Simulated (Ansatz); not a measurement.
**How the gap and the level of V_O in MgO (Fm-3m) follow the exchange fraction**

Question: how much does the share of exact exchange change the (+1/0) level of V_O in MgO (Fm-3m), and what does each choice cost? Model: a cell of 72 host atoms with 1 O taken out.

Main program and level: Ansatz 0.2.0; plane-wave PAW DFT; relaxations with PBEsol, then single points with PBEsol and HSE06 form with several shares of exact exchange, on supercells at fixed charge in a uniform background.

This is a report of a sequence of runs, with most program output left out.

## (1) The starting structure

The cell holds 71 atoms: 36 Mg and 35 O. Its edges and angles: a = 8.941 Å, b = 8.941 Å, c = 11.921 Å, α = 60.0°, β = 60.0°, γ = 60.0°. It derives from MgO (space group Fm-3m). Nearest the centre at fractional (0.500, 0.500, 0.625): Mg60 at 2.11 Å, Mg44 at 2.11 Å, Mg46 at 2.11 Å, Mg62 at 2.11 Å, Mg38 at 2.11 Å, Mg68 at 2.11 Å, O30 at 2.98 Å, O14 at 2.98 Å. The cell carries charge +1.

Coordinates:

```xyz
71
Lattice="0.0000 6.3223 6.3223 6.3223 0.0000 6.3223 8.4297 8.4297 0.0000" Properties=species:S:1:pos:R:3 pbc="T T T"
Mg    0.0000    0.0000    0.0000
O     2.1075    2.1075    2.1075
Mg    2.1074    2.1074    0.0000
O     4.2149    4.2149    2.1075
Mg    4.2149    4.2149    0.0000
O     6.3223    6.3223    2.1075
Mg    6.3223    6.3223    0.0000
O     8.4298    8.4298    2.1075
Mg    2.1074    0.0000    2.1074
O     4.2149    2.1075    4.2149
Mg    4.2148    2.1074    2.1074
O     6.3223    4.2149    4.2149
Mg    6.3223    4.2149    2.1074
O     8.4297    6.3223    4.2149
Mg    8.4297    6.3223    2.1074
O    10.5372    8.4298    4.2149
Mg    4.2149    0.0000    4.2149
O     6.3223    2.1075    6.3223
Mg    6.3223    2.1074    4.2149
O     8.4297    4.2149    6.3223
Mg    8.4298    4.2149    4.2149
O    10.5371    6.3223    6.3223
Mg   10.5372    6.3223    4.2149
O    12.6446    8.4298    6.3223
Mg    0.0000    2.1074    2.1074
O     2.1075    4.2149    4.2149
Mg    2.1074    4.2148    2.1074
O     4.2149    6.3223    4.2149
Mg    4.2149    6.3223    2.1074
O     6.3223    8.4297    4.2149
Mg    6.3223    8.4297    2.1074
O     8.4298   10.5372    4.2149
Mg    2.1074    2.1074    4.2148
O     4.2149    4.2149    6.3223
Mg    4.2148    4.2148    4.2148
O     6.3223    6.3223    6.3223
Mg    6.3223    6.3223    4.2148
Mg    8.4297    8.4297    4.2148
O    10.5372   10.5372    6.3223
Mg    4.2149    2.1074    6.3223
O     6.3223    4.2149    8.4297
Mg    6.3223    4.2148    6.3223
O     8.4297    6.3223    8.4297
Mg    8.4298    6.3223    6.3223
O    10.5371    8.4297    8.4297
Mg   10.5372    8.4297    6.3223
O    12.6446   10.5372    8.4297
Mg    0.0000    4.2149    4.2149
O     2.1075    6.3223    6.3223
Mg    2.1074    6.3223    4.2149
O     4.2149    8.4297    6.3223
Mg    4.2149    8.4298    4.2149
O     6.3223   10.5371    6.3223
Mg    6.3223   10.5372    4.2149
O     8.4298   12.6446    6.3223
Mg    2.1074    4.2149    6.3223
O     4.2149    6.3223    8.4297
Mg    4.2148    6.3223    6.3223
O     6.3223    8.4297    8.4297
Mg    6.3223    8.4298    6.3223
O     8.4297   10.5371    8.4297
Mg    8.4297   10.5372    6.3223
O    10.5372   12.6446    8.4297
Mg    4.2149    4.2149    8.4298
O     6.3223    6.3223   10.5371
Mg    6.3223    6.3223    8.4298
O     8.4297    8.4297   10.5371
Mg    8.4298    8.4298    8.4298
O    10.5371   10.5371   10.5371
Mg   10.5372   10.5372    8.4298
O    12.6446   12.6446   10.5371
```

Screening for the image-charge correction: ε∞ = 3.24, ε0 = 10.37, computed on the host (DFPT, PBEsol).

The cell's shortest repeat is 8.9 Å.

## (2) Relaxing both charge states, PBEsol

The study needs fixed structures, so each charge is relaxed once, at one point at (¼, ¼, ¼), from small random displacements that break the symmetry of the site.

qp1_M1.relax/input.yaml reads:

```yaml
crystal:
  lattice:
    - [0.0, 2.10743285, 2.10743285]
    - [2.10743285, 0.0, 2.10743285]
    - [2.10743285, 2.10743285, 0.0]
  atoms:
    - { symbol: Mg, position: [0.0, 0.0, 0.0] }
    - { symbol: O, position: [0.5, 0.5, 0.5] }
  supercell: [3, 3, 4]
  defects: [{ vacancy: 37 }]
total_charge: 1
basis:
  ecutwfc: 420
  xc_grid: 2
hamiltonian:
  xc: pbesol
  pseudopotentials: { kind: paw, azcp: { folder: soft_1 }, xc_functional: pbe }
kpoints:
  mp_grid: { grid: [1, 1, 1], shift: [0.25, 0.25, 0.25] }
magnetization:
  spin_polarized: true
  initial_magnetization: 1
  spin_locking: { lock_magnetization: hard }
scf:
  occupations: { method: fixed }
  max_iter: 80
output:
  forces: true
  charged_corrections:
    epsilon: 3.24
    static_epsilon: 10.37
    defect_position: [0.5, 0.5, 0.625]
relax:
  f_tol: 0.015
  max_steps: 60
  random_displacement: { amplitude: 0.04, seed: 3476 }
checkpoint:
  write: "../qp1_M1.relax.run"
  compress: false
  write_wavefunctions: true
  write_every: 100000
```

Launch:

```console
$ ansatz run input.yaml --threads 32 --pin off --max-ram 84787MiB --backend cuda --events-out ev --progress --plain --runs-dir out --max-vram 78GiB
```

Run time: 3.1 s. Hardware: 1 × NVIDIA GB200 with 32 threads of Arm Neoverse V2, shared host; peak memory 1.6 GiB; 12 s of CPU time.

Step by step:

```tsv
step	energy less that of the first step (eV)	largest force component (eV/Å)
1	0.0000	1.7150
2	-0.9060	0.4714
3	-1.1584	0.0337
4	-1.1595	0.0020
```

The atoms that moved most (Å, from the sites as typed, ahead of the random displacement, the mean shift of all atoms taken out):

```tsv
atom	dx	dy	dz	length
Mg62	0.002	0.104	-0.003	0.104
Mg46	0.104	0.002	-0.003	0.104
Mg44	-0.002	-0.104	0.003	0.104
Mg60	-0.104	-0.002	0.003	0.104
Mg68	-0.002	-0.002	0.102	0.102
Mg38	0.002	0.002	-0.102	0.102
O36	0.021	0.021	0.000	0.030
O39	-0.021	-0.021	0.000	0.030
```

The atoms nearest to the centre after the run:

```tsv
atom	distance (Å)
Mg60	2.209
Mg38	2.209
Mg68	2.209
Mg62	2.210
Mg44	2.212
Mg46	2.213
O59	2.949
O32	2.950
O36	2.950
O39	2.951
O43	2.952
O16	2.952
O53	2.953
O30	2.955
O61	2.955
O14	2.957
```

```tsv
charge	moment (μB)	steps	largest displacement (Å)	time
0	0	4	0.02	2.6 s
+1	1	4	0.10	3.1 s
```

The relaxation ends 16 meV an atom lower than the displaced start, with a largest force component of 0.0020 eV/Å.

## (3) First setting: 0 (PBEsol)

Exact exchange opens the gap of the host. A level of a localised state need not follow either band edge, so its distance to each edge changes.

qp1_M1.a0/input.yaml reads:

```yaml
crystal:
  checkpoint: "../qp1_M1.relax.run"
  host: checkpoint
total_charge: 1
basis:
  ecutwfc: 420
  xc_grid: 2
hamiltonian:
  xc: pbesol
  pseudopotentials: { kind: paw, azcp: { folder: soft_1 }, xc_functional: pbe }
kpoints:
  mp_grid: { grid: [1, 1, 1], shift: [0.25, 0.25, 0.25] }
magnetization:
  spin_polarized: true
  initial_magnetization: 1
  spin_locking: { lock_magnetization: hard }
scf:
  occupations: { method: fixed }
  max_iter: 80
output:
  forces: true
  charged_corrections:
    epsilon: 3.24
    static_epsilon: 10.37
    defect_position: [0.5, 0.5, 0.625]
  eigenvalues: true
  eigenstates: { localisation: true }
  efg: {}
checkpoint:
  read: "../qp1_M1.relax.run"
  write: "../qp1_M1.a0.run"
  compress: false
  write_wavefunctions: false
  write_every: 100000
```

The job ended after 2.9 s (1 × NVIDIA GB200 with 32 threads; peak memory 1.7 GiB; 35 s of CPU time).

Both charges and the host at this setting go to place-levels, which corrects for the image charge and aligns the potentials.

levels.a0.yaml reads:

```yaml
host:
  run: host.a0.run
states: [q0.a0.run, qp1_M1.a0.run]
geometry_from:
  q0.a0.run: q0.relax.run
  qp1_M1.a0.run: qp1_M1.relax.run
chemical_potentials:
  O:
    energy: -558.291301
    dataset: <sha256 of the dataset>
```

Launch:

```console
$ ansatz place-levels levels.a0.yaml -- --threads 32 --pin off --max-ram 84787MiB
```

Run time: 0.12 s. Hardware: 32 threads.

At this setting the gap is 4.611 eV and (+1/0) lies 2.460 eV above the valence top.

## (4) The other settings

From the second setting on only the share changes; the first is PBEsol, whose semilocal part differs from that of the hybrids. The next input; the others follow the same pattern (0.2, 0.25, 0.3 and 0.4):

qp1_M1.a10/input.yaml, as its differences from qp1_M1.a0/input.yaml of step 3:

```diff
@@ -8,4 +8,4 @@
 hamiltonian:
-  xc: pbesol
-  pseudopotentials: { kind: paw, azcp: { folder: soft_1 }, xc_functional: pbe }
+  xc: { preset: hse06, exx: 0.1 }
+  pseudopotentials: { kind: paw, azcp: { folder: soft_1 } }
 kpoints:
@@ -30,3 +30,3 @@
   read: "../qp1_M1.relax.run"
-  write: "../qp1_M1.a0.run"
+  write: "../qp1_M1.a10.run"
   compress: false
```

## (5) Result against cost

Times of the states on 1 × NVIDIA GB200 with 32 threads of Arm Neoverse V2, shared host; the host is run again at each setting:

```tsv
share of exact exchange	gap (eV)	(+1/0) above the valence top (eV)	under the conduction bottom (eV)	time, both charge states	time, host and placing	peak memory of a state (GiB)
0 (PBEsol) *	4.611	2.460	2.151	4.3 s	1.6 s	1.7
0.1	5.405	2.936	2.469	20 s	19 s	2.1
0.2	6.105	3.413	2.693	21 s	19 s	2.0
0.25	6.462	3.655	2.807	21 s	18 s	2.0
0.3	6.821	3.898	2.923	21 s	17 s	2.1
0.4	7.551	4.392	3.159	23 s	20 s	2.2
```

* started from the relaxation's converged state in the same settings, so its time is no fair cost.

## (6) What came out

```yaml
plus_1_over_0_level_0_pbesol: 2.46 eV
plus_1_over_0_level_0p1: 2.94 eV
plus_1_over_0_level_0p2: 3.41 eV
plus_1_over_0_level_0p25: 3.65 eV
plus_1_over_0_level_0p3: 3.90 eV
plus_1_over_0_level_0p4: 4.39 eV
slope_of_the_gap_among_the_hybrids: 0.72 eV per 0.1 of exact exchange
```

From a share of 0 (PBEsol) to 0.4 the gap opens from 4.61 to 7.55 eV and (+1/0) moves from 2.46 to 4.39 eV above the valence top. Among the hybrids, by fitted slopes, the level takes 68 % of the gap's opening, between the two edges, as a localised state does. The atoms were held at the semilocal structure, so a distortion that exact exchange would bring is missing. The program warns that hybrid band edges depend on the exchange mesh, which was not varied here; the gaps and slopes may carry that error. Only the charges 0 and +1 were run, each from one start, so (+1/0) need not be a change between stable states. Limits: one k-point off the zone centre stands for the whole zone; the images are only 8.9 Å apart; the structures are those of PBEsol; force components of up to 0.18 eV/Å remain in a run at the final settings.

[Logs are printed without paths, hosts, clocks, repeated set-up lines and the standing remarks that a program may print on its own settings, such as how far it seeks lower states.]

[Hosts, paths, dates, database ids (printed as entryN), source tags and the programs' standing remarks are cut or masked in the printed files.]

[Where a table of states has a column of steps, it counts the stored structures, which are thinned; the runs took as many ionic steps or more.]

[For some hosts the program warned that the k-mesh of the response run may be too coarse for force constants and the static dielectric constant; such warnings are not shown here.]
